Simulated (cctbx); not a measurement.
# What is wrong with this refinement?

Cell a = 4.0080 Å, b = 9.8870 Å, c = 13.2090 Å, α = 90.00°, β = 90.00°, γ = 90.00°; space group Cmcm (no. 63). The compound is Sc3Ni2Ge3.

The data are simulated with cctbx, not measured: Cu Kα, λ = 1.54184 Å, to d = 0.83 Å, 95 % of the full sphere, strongest reflection 70000 counts, noise from counting, a 6 % proportional error and a noise floor of 2 counts (s.d.); no absorption, and some extinction, which the refinements don't model.

An anisotropic refinement with weights 1/σ² prints:

```text
Rint 0.045, 290 unique reflections to 0.83 A
cycle     R1     wR2    GooF  max shift (A)
   1  0.7001  0.9361  30.161   0.02097
   4  0.3824  0.6483  20.886   0.00006
final R1 0.3824 wR2 0.6483 GooF 20.886  parameters 26  data/parameter 11.2
atom        x        y        z      Ueq    occ   su(xyz)  su(Uiso or U11)
Ge1    0.00000  0.33147  0.25000  -0.0410  1.000  0.00097  0.0063  NPD
Sc1    0.00000  0.38626  0.96222  -0.0600  1.000  0.00077  0.0052  NPD
Ni1    0.00000  0.20806  0.40604  -0.0423  1.000  0.00108  0.0057  NPD
Ge2    0.00000  0.08360  0.89057  -0.0188  1.000  0.00121  0.0072  NPD
Sc2    0.50000  0.13404  0.25000  -0.0389  1.000  0.00191  0.0078  NPD
difference map: max 115.70 min -19.27 rms 11.89
Q1    0.0000  0.3851  0.5389    8  123.06  0.02 A from Sc1
Q2    0.0000  0.3312  0.2500    4  101.23  0.00 A from Ge1
Q3    0.0000  0.2065  0.0911    8   82.88  0.04 A from Ni1
Q4    0.0000  0.0919  0.6065    8   52.92  0.09 A from Ge2
Q5    0.0000  0.3736  0.7500    4   51.68  0.08 A from Sc2
Q6    0.0000  0.0000  0.0000    4    9.81  1.67 A from Ge2
```

Q: Accept it or mend it, and why?

Mend it. The fault: elements exchanged: Ge2 is Sc and Sc1 is Ge. Against the right model at the same level, R1 goes from 0.0124 to 0.3824 and GooF from 0.93 to 20.89, U of Sc2 shrinks from 0.0067 to -0.0389 Å², U of Ge2 shrinks from 0.0052 to -0.0188 Å², U of Ge1 shrinks from 0.0049 to -0.0410 Å², U of Sc1 shrinks from 0.0045 to -0.0600 Å², the top difference peak, 123.1 e/Å³, lies on Sc1 and Ge1, Sc1, Ni1, Ge2 and Sc2 go non-positive-definite. Ge2 has 11 electrons too many, yet its U moves the other way: dispersion, the scale or a false minimum can outweigh the electron count; Sc1 has 11 electrons too few and its U shrinks to make up, as expected.

The compound is Sc3Ni2Ge3. The right model at the same level gives:

```text
Rint 0.045, 290 unique reflections to 0.83 A
cycle     R1     wR2    GooF  max shift (A)
   1  0.0179  0.0520   1.675   0.00114
   2  0.0124  0.0288   0.929   0.00000
final R1 0.0124 wR2 0.0288 GooF 0.929  parameters 26  data/parameter 11.2
atom        x        y        z      Ueq    occ   su(xyz)  su(Uiso or U11)
Ge1    0.00000  0.33191  0.25000   0.0049  1.000  0.00003  0.0002
Ge2    0.00000  0.38600  0.96199   0.0045  1.000  0.00002  0.0002
Ni1    0.00000  0.20774  0.40597   0.0035  1.000  0.00004  0.0002
Sc1    0.00000  0.08557  0.89123   0.0052  1.000  0.00004  0.0002
Sc2    0.50000  0.13191  0.25000   0.0067  1.000  0.00006  0.0003
difference map: max 0.40 min -0.61 rms 0.14
Q1    0.0000  0.4095  0.1675    8    0.42  1.33 A from Ge1
Q2    0.2044  0.4885  0.7500    8    0.41  1.45 A from Sc2
Q3    0.1642  0.3524  0.0996   16    0.41  1.48 A from Sc1
Q4    0.2350  0.1290  0.2500    8    0.40  1.06 A from Sc2
Q5    0.2236  0.1696  0.7500    8    0.36  1.11 A from Ge1
Q6    0.2240  0.2383  0.1073   16    0.35  0.96 A from Ni1
```

The model was made for the exercise: a known structure type with other elements put in, its volume estimated, not relaxed; displacement parameters are assumed.

[Middle refinement cycles are left out of these outputs.]

[Logs are printed without paths, hosts, clocks, repeated set-up lines and the standing remarks that a program may print on its own settings, such as how far it seeks lower states.]
